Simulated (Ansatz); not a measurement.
In doubt: masses and optical values from hybrid runs of this build are listed as unsure, which bears on the screening that GW takes from such a start.

Two G0W0 runs on Y2Ti2O7 (Fd-3m).

The structure is cubic, space group Fd-3m (No. 227). Conventional cell: a = 10.099 Å, b = 10.099 Å, c = 10.099 Å, α = 90.00°, β = 90.00°, γ = 90.00°. Nearest to Y lie 8 O at 2.19 to 2.48 Å. Nearest to Ti lie 6 O at 1.96 Å. Nearest to O lie 2 Ti at 1.96 Å and 2 Y at 2.48 Å. Nearest to O lie 4 Y at 2.19 Å. Farther neighbours and most contacts between anions are not listed.

```
Y Ti O
1.0
     0.00000    5.04930    5.04930
     5.04930    0.00000    5.04930
     5.04930    5.04930    0.00000
Y Ti O
4 4 14
Cartesian
  1.2623 1.2623 1.2623
  1.2623 3.7870 3.7870
  3.7870 3.7870 1.2623
  3.7870 1.2623 3.7870
  6.3116 6.3116 6.3116
  6.3116 3.7870 3.7870
  3.7870 3.7870 6.3116
  3.7870 6.3116 3.7870
  9.6402 7.5739 7.5739
  5.0493 7.1155 5.0493
  5.5077 7.5739 7.5739
  5.0493 2.9831 5.0493
  7.5739 9.6402 7.5739
  5.0493 5.0493 7.1155
  7.5739 5.5077 7.5739
  5.0493 5.0493 2.9831
  2.9831 5.0493 5.0493
  7.5739 7.5739 9.6402
  7.1155 5.0493 5.0493
  7.5739 7.5739 5.5077
  0.0000 0.0000 0.0000
  2.5246 2.5246 2.5246
```

Geometry: measured cell, ions relaxed with r2SCAN. The runs that relaxed it are not among those shown.

The first (Ansatz 0.2.0; start HSE06, 4×4×4 mesh, 1531 empty bands, screening to 190 eV, hard PAW files; 1 × NVIDIA GB200 with 32 threads of Arm Neoverse V2, shared host) gave, on its mesh: starting gap 4.49 eV, G0W0 gap 5.07 eV, RPA ε∞ (mean) 4.22, 6.3 min.

The second gave: starting gap 5.24 eV, G0W0 gap 5.35 eV, RPA ε∞ (mean) 3.96, 6.1 min.

**Question.** What was changed in the input? Choose among start, files, mesh, bands and cutoff, frequency model or another key.

Changed: start from HSE06 to PBE0. A jump of this size in the start, with ε∞ moving the other way, marks another functional. Other changes could give like numbers; this is the one that was made.

Limits: not at the basis limit; no spin-orbit coupling.

[Paths, hosts, dates, memory and timing lines, banners, echoed tables and standing remarks are left out of the program output.]

[Logs are printed without paths, hosts, clocks, repeated set-up lines and the standing remarks that a program may print on its own settings, such as how far it seeks lower states.]

[Runs of the session that timed out or met a known fault of the program may be left out.]

[Cells called generated may have been cut or substituted from an entry of the Crystallography Open Database or the Materials Project.]

[Hosts, paths, dates, database ids (printed as entryN), source tags and the programs' standing remarks are cut or masked in the printed files.]
